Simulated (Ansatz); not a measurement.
## What MgSi (P4/mmm) distorts into

Which phase does MgSi (P4/mmm) fall into along its unstable mode, and how much energy does it gain?

Calculated with Ansatz 0.2.0; DFT PBEsol, scalar-relativistic, plane waves, norm-conserving pseudopotentials.

### Step 1. Set-up

Symmetry: P4/mmm, No. 123, tetragonal system. Conventional cell: a = 2.938 Å, b = 2.938 Å, c = 3.958 Å, α = 90.00°, β = 90.00°, γ = 90.00°. Nearest to Mg lie 8 Si at 2.87 Å and 4 Mg at 2.94 Å. Nearest to Si lie 8 Mg at 2.87 Å and 4 Si at 2.94 Å. Farther neighbours are not listed.

### Step 2. Response at finite wavevector

The cell comes from relaxations at this level that are not shown. Stability and thermal properties need the whole zone. Linear response on a 2×2×2 q mesh gives force constants as far as a supercell of that size would.

Input file input.yaml:

```yaml
crystal:
  lattice:
    - [2.9379161965, 0.0, 0.0]
    - [0.0, 2.9379161965, 0.0]
    - [0.0, 0.0, 3.9576587989]
  atoms:
    - { symbol: Mg, position: [0.0, 0.0, 0.0] }
    - { symbol: Si, position: [0.5, 0.5, 0.5] }
kpoints:
  mp_grid: { grid: [16, 16, 12] }
hamiltonian:
  xc: pbesol
  pseudopotentials: { kind: nc }
scf:
  occupations: { method: methfessel_paxton, width: 0.15 }
output:
  eigenvalues: true
phonons:
  method: dfpt
  qmesh: [2, 2, 2]
  temperatures: { t_max: 1000, t_step: 50 }
  qpath:
    path:
      - [[0.0, 0.0, 0.0], [0.0, 0.5, 0.0], [0.5, 0.5, 0.0], [0.0, 0.0, 0.0], [0.0, 0.0, 0.5], [0.0, 0.5, 0.5], [0.5, 0.5, 0.5], [0.0, 0.0, 0.5]]
      - [[0.0, 0.5, 0.0], [0.0, 0.5, 0.5]]
      - [[0.5, 0.5, 0.0], [0.5, 0.5, 0.5]]
    npoints: 10
```

On the command line:

```console
$ ansatz run input.yaml --threads 4 --pin off --max-ram 7168MiB --backend cpu --events-out ev --progress --plain --runs-dir out
```

Numbers of over 12 decimals in the logs are rounded to 6 here.

What it wrote:

```text
Engine: ansatz 0.2.0, aarch64-unknown-linux-gnu
Pseudopotentials: kind: nc
Pseudopotential: Mg, nc, valence charge 10, recommended cutoff 1142.878222 eV (normal), Mg.nc.azcp (PseudoDojo's, or run here from an input of PseudoDojo's: the run reads no file of this project's for it)
Pseudopotential: Si, nc, valence charge 4, recommended cutoff 489.804952 eV (normal), Si.nc.azcp (PseudoDojo's, or run here from an input of PseudoDojo's: the run reads no file of this project's for it)
Functional definition: PBEsol
  exchange = pbesol_x
  correlation = pbesol_c
Crystal: 2 atoms, lattice volume = 34.160 Å³
Basis set: ecut = 1142.878222 eV, 3009 PW (Γ), exchange–correlation on 72×72×90 points (8 copies of the dense FFT grid, shifted against one another)
Bands: 11, of which v1, the nominal top of the filled ones, is band 7 counted from 1 (6 counted from 0)
Symmetry: 16 space group operations
k-points: 315 of 3072
Non-local potential: Mg, projectors of the file, l = 0: 2, l = 1: 2
Non-local potential: Si, projectors of the file, l = 0: 2, l = 1: 2, l = 2: 2
Initial density: superposition of atomic densities (chi_scale 0.1, normalization cell, long waves kept (reshape's long-wave potential 0.00 eV rms))
Initial wavefunctions: pseudopotential atomic-orbital guess
Functional: x = pbesol(κ = 0.804, μ = 0.123457), c = pbesol(β = 0.046)
SCF iter   1: F=—  HF=-1728.836238 eV  |F-HF|=—  |Δ(HF+E_count)|=         —  Δρ=2.24e-2  dr2=1.23e-1  ethr=3.10e-3  ⟨swp⟩=5.4  Hψ=22835  notcnv=0
preconditioner: auto → none  [metal: Δε(μ)=0.004 eV  Ē_g=9.114 eV  σ=0.150 eV  W_gap=0.02  n_scr=6 (ndim 8)  ℏωp=15.6 eV  f_vac=0.000  D(μ)=0.74/eV (n_scr^D=2)  sad-step TF]
SCF iter   2: F=—  HF=-1728.825287 eV  |F-HF|=—  |Δ(HF+E_count)|=   1.10e-2  S|Δr|=    0.00e0  Δρ=1.38e-2  dr2=5.44e-2  ethr=8.81e-4  ⟨swp⟩=1.0  Hψ=5985  notcnv=0
SCF iter   3: F=—  HF=-1728.814690 eV  |F-HF|=—  |Δ(HF+E_count)|=   1.06e-2  S|Δr|=    0.00e0  Δρ=1.44e-3  dr2=4.25e-4  ethr=3.89e-4  ⟨swp⟩=1.0  Hψ=3432  notcnv=0
SCF iter   4: F=—  HF=-1728.814701 eV  |F-HF|=—  |Δ(HF+E_count)|=   1.09e-5  S|Δr|=    0.00e0  Δρ=3.86e-4  dr2=3.71e-5  ethr=3.03e-6  ⟨swp⟩=2.7  Hψ=5445  notcnv=0
SCF iter   5: F=—  HF=-1728.814689 eV  |F-HF|=—  |Δ(HF+E_count)|=   1.27e-5  S|Δr|=    0.00e0  Δρ=1.05e-4  dr2=1.08e-6  ethr=2.65e-7  ⟨swp⟩=2.0  Hψ=4150  notcnv=0
SCF iter   6: F=—  HF=-1728.814688 eV  |F-HF|=—  |Δ(HF+E_count)|=   5.59e-7  S|Δr|=    0.00e0  Δρ=1.90e-5  dr2=2.98e-8  ethr=7.71e-9  ⟨swp⟩=2.1  Hψ=5314  notcnv=0  defer=1
SCF iter   7: F=—  HF=-1728.814688 eV  |F-HF|=—  |Δ(HF+E_count)|=   3.66e-9  S|Δr|=    0.00e0  Δρ=2.65e-6  dr2=7.58e-10  ethr=2.13e-10  ⟨swp⟩=1.1  Hψ=3518  notcnv=0  defer=1
SCF iter   8: F=-1728.814688 eV  HF=-1728.814688 eV  |F-HF|=2.27e-13  |Δ(HF+E_count)|=  1.16e-11  S|Δr|=    0.00e0  Δρ=2.09e-7  dr2=5.10e-12  ethr=1.00e-12  ⟨swp⟩=5.6  Hψ=18002  notcnv=0
SCF 1 converged in 8 iterations: F = -1728.814688 eV  dr2 = 5.10e-12
Initial density: read from a saved state, or passed on in memory by an earlier SCF of this step, an earlier step, the calling program or the single point that the run made first
iter 1 solved again at ethr=9.89e-8 eV; its pass at ethr=3.10e-3 eV (dr2=1.39e-5 eV) is discarded
SCF iter   1: F=—  HF=-1728.814691 eV  |F-HF|=—  |Δ(HF+E_count)|=         —  Δρ=4.59e-7  dr2=4.34e-11  ethr=9.89e-8  ⟨swp⟩=3.9  Hψ=34426  notcnv=0
eigensolver tolerance schedule: the retry pair's looser diagonalisation over-reported the residual by 318781.03 of it (diagonalisation noise at an unbounded share of the residual, at the tolerance the schedule requests for it); recorded, not acted on — ethr = c·dr2/N_el stays at c = 1.0e-1
preconditioner: auto → none  [metal: Δε(μ)=0.018 eV  Ē_g=9.093 eV  σ=0.150 eV  W_gap=0.10  n_scr=6 (ndim 8)  ℏωp=15.6 eV  f_vac=0.000  D(μ)=0.76/eV (n_scr^D=2)]
SCF iter   2: F=—  HF=-1728.814688 eV  |F-HF|=—  |Δ(HF+E_count)|=   2.58e-6  S|Δr|=    0.00e0  Δρ=3.13e-7  dr2=1.96e-11  ethr=1.00e-12  ⟨swp⟩=3.4  Hψ=8032  notcnv=0
SCF iter   3: F=-1728.814688 eV  HF=-1728.814688 eV  |F-HF|=3.18e-12  |Δ(HF+E_count)|=  4.32e-12  S|Δr|=    0.00e0  Δρ=1.73e-7  dr2=5.65e-12  ethr=1.00e-12  ⟨swp⟩=4.0  Hψ=12135  notcnv=0
SCF 2 converged in 3 iterations: F = -1728.814688 eV  dr2 = 5.65e-12
phonons: the bands overlap, so this run is a metal and interpolates without the dipole-dipole term. If the crystal is really an insulator or semiconductor, its LO-TO splitting is missing
NSCF: frozen V_eff on 315 k-points
NSCF: frozen V_eff on 567 k-points
DFPT response loops at q = (0, 0, 0) (fractional): preconditioner auto → Kerker (q_TF=auto, 2.351 Å⁻¹) (partly filled bands, converged f_vac=0.000); β = 1.00, the filter's whole step (`scf.mixing.beta` (0.50) is not read by the response loops under this deck's `scf.mixing.preconditioner`; to damp them name `kerker` or `kerker_dos`, under which they read `scf.mixing.beta`, and type it under 1.00, their step now; both keys bind the ground state too); Broyden in place of MSR1
NSCF: frozen V_eff on 1134 k-points
DFPT response loops at q = (0, 0, -0.5) (fractional): mixed as the last ones told, above
NSCF: frozen V_eff on 1134 k-points
DFPT response loops at q = (0, -0.5, 0) (fractional): mixed as the last ones told, above
NSCF: frozen V_eff on 1134 k-points
DFPT response loops at q = (0, -0.5, -0.5) (fractional): mixed as the last ones told, above
NSCF: frozen V_eff on 1134 k-points
DFPT response loops at q = (-0.5, -0.5, 0) (fractional): mixed as the last ones told, above
NSCF: frozen V_eff on 1134 k-points
DFPT response loops at q = (-0.5, -0.5, -0.5) (fractional): mixed as the last ones told, above
SCF converged after 8 iterations
Stability not checked: this state was not tested for a lower state beside it, because cold or Methfessel-Paxton smearing, or corrected tetrahedra, fill the levels in a way that the test cannot read (fill_not_monotonic; see scf.lower_state_search)
Free energy (F): -1728.814688 eV
Harris-Foulkes:  -1728.814688 eV  (|F-HF|=2.27e-13)
Internal energy: -1728.814719 eV  (E = F + TS)
E sigma→0 (E₀):  -1728.814696 eV
Entropy (-TS):   0.000031 eV (0.015 meV/atom)
Fermi energy:    8.385785 eV
--- Per-component energies (eV) ---
  E_band       = -317.855339
  E_kinetic    = 964.385308
  E_local      = -1709.441785  (includes V_loc(G=0)·N_el)
  E_nonlocal   = -476.605709
  E_hartree    = 612.693290
  E_xc         = -254.389569
  E_vxc        = -321.579772  (∫ρ·V_xc dr)
  E_ewald      = -865.456253
  E_smearing   = 0.000031  (= −TS)
  E_closure    = 0.000000  (closes the sum)
  Σ components = -1728.814688   (vs F -1728.814688, Δ=0.00e0)
--- Band table (eV; the first three rows and the last of 315) ---
  k-point 0: bands = [... 3 lower, -34.3200, -2.8711, 6.0184, 8.0511, 12.4128, 12.4128, 13.5854, 16.3852]
  k-point 1: bands = [... 3 lower, -34.3201, -2.8175, 5.3205, 8.8710, 12.4450, 12.4450, 13.6450, 16.4373]
  k-point 2: bands = [... 3 lower, -34.3204, -2.6604, 4.2056, 10.3539, 12.5371, 12.5371, 13.8217, 16.5899]
  k-point 314: bands = [... 3 lower, -34.3125, 4.9408, 6.0807, 6.0807, 7.6104, 9.5400, 9.5400, 9.6220]
--- Phonons (Γ-DFPT): 4 representative perturbations + reference (Σ response iterations 10) ---
  ASR residual: 8.976e-3 → 0.000e0 eV/Å²; symmetrization residual: 1.199e-5 eV/Å²
  ASR residual per site (eV/Å²): 8.98e-3 8.02e-5
  Γ frequencies (cm⁻¹): 0.00 0.00 0.00 205.21 205.21 298.30
--- Phonons (arbitrary-q DFPT): 6 irreducible q on the 2×2×2 mesh ---
  q = [0.0000, 0.0000, 0.0000] (star 1, of the zone-centre solve; hermiticity 5.61e-6, symmetrization 9.35e-16): -0.00 -0.00 0.00 205.21 205.21 298.30
  q = [0.0000, 0.0000, -0.5000] (star 1, 4 solved perturbations in 1764 linear systems a pass and spin channel, the states on 567 of 3072 k-point pairs; hermiticity 3.07e-14, symmetrization 2.25e-12, the responses' own estimated error 6.7e-5 eV/Å²): 112.63 112.63 141.16 141.16 223.53 233.79
  q = [0.0000, -0.5000, 0.0000] (star 2, 6 solved perturbations on 567 of 3072 k-point pairs; hermiticity 2.63e-14, symmetrization 1.84e-14, the responses' own estimated error 7.6e-5 eV/Å²): 121.92 123.14 185.84 203.36 203.51 314.53
  q = [0.0000, -0.5000, -0.5000] (star 2, 6 solved perturbations on 567 of 3072 k-point pairs; hermiticity 1.76e-6, symmetrization 2.07e-14, the responses' own estimated error 7.5e-5 eV/Å²): -133.35 127.34 148.63 208.51 265.74 333.59
  q = [-0.5000, -0.5000, 0.0000] (star 1, 4 solved perturbations in 1764 linear systems a pass and spin channel, the states on 567 of 3072 k-point pairs; hermiticity 1.18e-7, symmetrization 9.68e-13, the responses' own estimated error 7.0e-5 eV/Å²): -72.45 -72.45 195.94 222.39 305.48 305.48
  q = [-0.5000, -0.5000, -0.5000] (star 1, 4 solved perturbations in 1764 linear systems a pass and spin channel, the states on 567 of 3072 k-point pairs; hermiticity 3.16e-14, symmetrization 1.67e-12, the responses' own estimated error 7.3e-5 eV/Å²): -150.93 -150.93 192.84 263.26 292.87 292.87
  sum rule: each row above includes the acoustic sum rule's correction from the zone centre's row sums; it moved no ω² by more than (10.02 cm⁻¹)²
  mesh force constants: q→R imaginary residual 2.21e-17; ASR residual 8.976e-3 → 0.000e0 eV/Å²; symmetrization residual 1.776e-15 eV/Å²
  interpolated dispersion: 93 rows × 6 modes
  density of states and harmonic sums: on the 22×22×16 q-mesh, interpolated from the force constants of a 2×2×2 supercell (no non-analytic term)
  largest difference from the sums on the solved wave vectors: F 1.02e-1 eV, S 1.36e-4 and C_V 3.54e-5 eV/K
  zero-point energy: 0.064261 eV/cell   skipped modes (ω ≤ 0): 514, of them read as no rigid motion or as one in doubt: 511 (7.224e-1 modes/cell left out, lowest -150.93 cm⁻¹)   left out of the sums: 1.20e-1 of the cell's modes: C_V's classical limit lies that fraction below 3 k_B per atom; for a crystal, a wire or a layer, F and S can be off by more, and a phonons.interpolated_qmesh denser along its periods is the remedy for the sampling
```

It took 3.7 min on 4 threads of Arm Neoverse V2, shared host; peak memory 2 GiB.

Numbers from this step:

```
volume per atom                                         : 17.08 Å³
gap on the k-mesh                                       : 0 eV
sum-rule residual before enforcement                    : 0.008976 eV/Å²
lowest frequency on the path                            : -150.9 cm⁻¹
point group                                             : 4/mmm
highest frequency on the path or at a solved wavevector : 333.6 cm⁻¹
highest optical mode at the zone centre (no LO-TO term) : 298.3 cm⁻¹
lowest optical zone-centre mode                         : 205.2 cm⁻¹
lowest mode on the q mesh (acoustic modes at Γ apart)   : -150.9 cm⁻¹
```

Frequencies (cm⁻¹) solved at each irreducible wavevector; negative means imaginary. Frequencies by wavevector, by row:

```
q in reciprocal lattice units  star  mode 1  mode 2  mode 3  mode 4  mode 5  mode 6
                        0 0 0     1       0       0       0   205.2   205.2   298.3
                     0 0 -0.5     1   112.6   112.6   141.2   141.2   223.5   233.8
                     0 -0.5 0     2   121.9   123.1   185.8   203.4   203.5   314.5
                  0 -0.5 -0.5     2  -133.3   127.3   148.6   208.5   265.7   333.6
                  -0.5 -0.5 0     1   -72.5   -72.5   195.9   222.4   305.5   305.5
               -0.5 -0.5 -0.5     1  -150.9  -150.9   192.8   263.3   292.9   292.9
```

Interpolated from a 2×2×2 q mesh, rough between the solved points. The phonon branches at the labelled points (cm⁻¹):

```csv
point,branch 1,branch 2,branch 3,branch 4,branch 5,branch 6
Γ,0,0,0,205,205,298
halfway,86,107,113,196,256,273
X,122,123,186,203,204,314
halfway,36,118,200,213,240,311
M,-72,-72,196,222,306,306
halfway,78,134,144,236,255,260
Γ,0,0,0,205,205,298
halfway,60,60,130,184,184,282
Z,113,113,141,141,224,234
halfway,-71,132,134,189,251,281
R,-133,127,149,208,266,334
halfway,-143,-18,226,230,232,319
A,-151,-151,193,263,293,293
halfway,-101,74,190,231,243,283
Z,113,113,141,141,224,234
jump to X,122,123,186,203,204,314
halfway,-72,125,168,208,245,323
R,-133,127,149,208,266,334
jump to M,-72,-72,196,222,306,306
halfway,-117,-117,194,244,299,299
A,-151,-151,193,263,293,293
```

The phonon branches as a text plot (rows in cm⁻¹):

```
    324 |      **                      ******           *****
    303 |**   *  *******     **       *      ** **           ***
    283 |  ***     *    *  **  **    *        *** **            *
    263 |   *           ***      *    ****   *** *  **     **  **
    243 |  * *    *     ***       ****    ****  * ****** **   *
    223 |     *  *******  ***     **      ***    * *   *     *
    202 |****  *********   *****      **** * **** * *   *********
    182 |    ****               **   *    *        * *  **
    162 |       *       *        *  *               ***   **
    142 |    * * *       **       ********            **    *
    122 |   ***   *     * **    * ***  ** *           *******
    101 |  *** **                  *                **
     81 |  *             ****  * *         *       *  *
     61 | *      *      *  **   *   *
     41 |**       **        ** *
     21 |*             *     **                      *
      1 |
    -20 |                                                *
    -40 |              *                          *
    -60 |          ** *
    -80 |           **               *      *       *        *
   -100 |                             *          * *      *
   -121 |                              *     *  * *        *  *
   -141 |                               **********          *  **
         Γ     X     M        Γ   Z     R      A      Z|X  R|M  A
```

Symmetry leaves 6 wavevectors to solve. The lowest mode among them, the acoustic zeros apart, lies at q = (-0.5, -0.5, -0.5) and is imaginary, 150.9i cm⁻¹, so the energy falls along it.

### Step 3. The mode frozen in, largest atomic shift 0 Å

The mode followed lies at q = (0, -0.5, -0.5) with frequency 133.3i cm⁻¹, one of the unstable modes though not the softest. At small amplitude the distorted cell has space group no. 65 by a symmetry search on the positions. The undistorted cell that holds it gives the zero of energy on the same k mesh.

System of this step: MgSi. It takes space group P4/mmm (No. 123, tetragonal). Conventional cell: a = 2.938 Å, b = 2.938 Å, c = 3.958 Å, α = 90.00°, β = 90.00°, γ = 90.00°. Nearest to Mg lie 8 Si at 2.87 Å and 4 Mg at 2.94 Å. Si has 8 Mg at 2.87 Å and 4 Si at 2.94 Å nearest. Farther neighbours are not listed.

input.yaml, the sections that differ from step 2:

```yaml
crystal:
  lattice:
    - [-2.9379161965, 0.0, 0.0]
    - [0.0, -2.9379161965, -3.9576587989]
    - [0.0, -2.9379161965, 3.9576587989]
  atoms:
    - { symbol: Mg, position: [0.0, 0.5, 0.5] }
    - { symbol: Mg, position: [0.0, 1.0, 1.0] }
    - { symbol: Si, position: [0.5, 0.0, 0.5] }
    - { symbol: Si, position: [0.5, 0.5, 0.0] }
kpoints:
  mp_grid: { grid: [14, 8, 8] }
output:
  forces: true
  stress: true
  eigenvalues: true
# hamiltonian, scf: as in step 2
# phonons: removed
```

What it wrote:

```text
[...]
Crystal: 4 atoms, lattice volume = 68.320 Å³
Basis set: ecut = 1142.878222 eV, 6001 PW (Γ), exchange–correlation on 72×120×120 points (8 copies of the dense FFT grid, shifted against one another)
Bands: 18, of which v1, the nominal top of the filled ones, is band 14 counted from 1 (13 counted from 0)
Symmetry: 16 space group operations
[...]
k-points: 168 of 896
[...]
P = ⅓ Tr σ = 0.0081 GPa (0.081 kbar)
--- Band table (eV; the first three rows and the last of 168) ---
  k-point 0: bands = [... 10 lower, 3.5486, 4.5529, 6.0189, 6.8674, 8.0508, 12.4142, 12.4146, 13.5865]
  k-point 1: bands = [... 10 lower, 3.9462, 4.3430, 5.6356, 7.4586, 8.6229, 11.3269, 12.4836, 14.3532]
  k-point 2: bands = [... 10 lower, 4.0707, 4.7829, 5.0061, 8.8132, 9.6809, 9.9445, 12.6885, 14.5584]
  k-point 167: bands = [... 10 lower, 3.7818, 4.5516, 5.1808, 5.1828, 6.8695, 8.6097, 11.3331, 14.2484]
[key lines of the parts left out:]
SCF converged after 7 iterations
Free energy (F): -3457.628979 eV
Fermi energy:    8.408019 eV
```

Run time: 6.8 s. Hardware: 4 threads; peak memory 0.87 GiB.

Numbers from this step:

- pressure: 0.008062 GPa
- energy from the undistorted cell: 0 meV/atom

The run ends at a pressure of 0.01 GPa.

### Step 4. The mode frozen in, largest atomic shift 0.22 Å

The atoms are moved along the unstable eigenvector, the largest shift by 0.22 Å, with the cell fixed.

input.yaml, the sections that differ from step 3:

```yaml
crystal:
  lattice:
    - [-2.9379161965, 0.0, 0.0]
    - [0.0, -2.9379161965, -3.9576587989]
    - [0.0, -2.9379161965, 3.9576587989]
  atoms:
    - { symbol: Mg, position: [0.0, 0.5200861389, 0.4799138611] }
    - { symbol: Mg, position: [0.0, 0.9799138611, 1.0200861389] }
    - { symbol: Si, position: [0.5, 0.0374415037, 0.5374415037] }
    - { symbol: Si, position: [0.5, 0.4625584963, -0.0374415037] }
# kpoints, hamiltonian, scf, output: as in step 3
```

What it wrote:

```text
[...]
Crystal: 4 atoms, lattice volume = 68.320 Å³
Basis set: ecut = 1142.878222 eV, 6001 PW (Γ), exchange–correlation on 72×120×120 points (8 copies of the dense FFT grid, shifted against one another)
Bands: 18, of which v1, the nominal top of the filled ones, is band 14 counted from 1 (13 counted from 0)
Symmetry: 8 space group operations
[...]
k-points: 168 of 896
[...]
--- Band table (eV; the first three rows and the last of 168) ---
  k-point 0: bands = [... 10 lower, 3.3829, 4.6795, 5.5020, 7.3540, 8.0649, 12.2542, 12.7871, 13.3641]
  k-point 1: bands = [... 10 lower, 3.7863, 4.3697, 5.5386, 7.5160, 8.7670, 11.5167, 12.3144, 14.2746]
  k-point 2: bands = [... 10 lower, 4.0091, 4.5033, 5.2684, 8.6105, 10.0065, 10.0606, 12.4852, 14.7589]
  k-point 167: bands = [... 10 lower, 3.9219, 4.5249, 5.3079, 5.3236, 6.8623, 8.6146, 11.5086, 14.0445]
[key lines of the parts left out:]
SCF converged after 7 iterations
Free energy (F): -3457.706752 eV
Fermi energy:    8.388428 eV
P = ⅓ Tr σ = 0.7573 GPa (7.573 kbar)
```

Elapsed: 7.8 s, on 4 threads; peak memory 0.87 GiB; 31 s of CPU time.

This step gave:

```yaml
pressure: 0.7573 GPa
energy_from_the_undistorted_cell: -19.58 meV/atom
```

The energy, extrapolated to zero smearing, is -19.58 meV/atom against the undistorted cell.

The run ends at a pressure of 0.76 GPa, with forces up to 0.22 eV/Å.

### Step 5. Energy along the mode, all amplitudes (two of the runs are shown above)

An imaginary frequency means negative curvature, so the energy should fall and then rise again as anharmonic terms take over.

Numbers from this step:

* depth at the lowest point sampled: 19.58 meV/atom
* largest atomic shift at that point: 0.22 Å

Table of energy from the parent by largest atomic shift:

```
largest atomic shift (Å)  energy from the parent (meV/atom)
                   0.000                                  0
                   0.040                              -1.04
                   0.080                              -3.74
                   0.140                              -10.0
                   0.220                              -19.6
                   0.320                              -8.74
                   0.450                                157
```

Displacement at unit largest shift by atom:

```
atom  x (Å)  y (Å)  z (Å)  size
 Mg1   0.00   0.00  -0.72  0.72
 Mg2   0.00   0.00   0.72  0.72
 Si3   0.00  -1.00   0.00  1.00
 Si4   0.00   1.00   0.00  1.00
```

The lowest of the steps tried is at 0.22 Å, 19.6 meV/atom below the parent; the bottom of the well need not coincide with a step.

[end of part 1 of 2]

[Logs are printed without paths, hosts, clocks, repeated set-up lines and the standing remarks that a program may print on its own settings, such as how far it seeks lower states.]

[Hosts, paths, dates, database ids (printed as entryN), source tags and the programs' standing remarks are cut or masked in the printed files.]
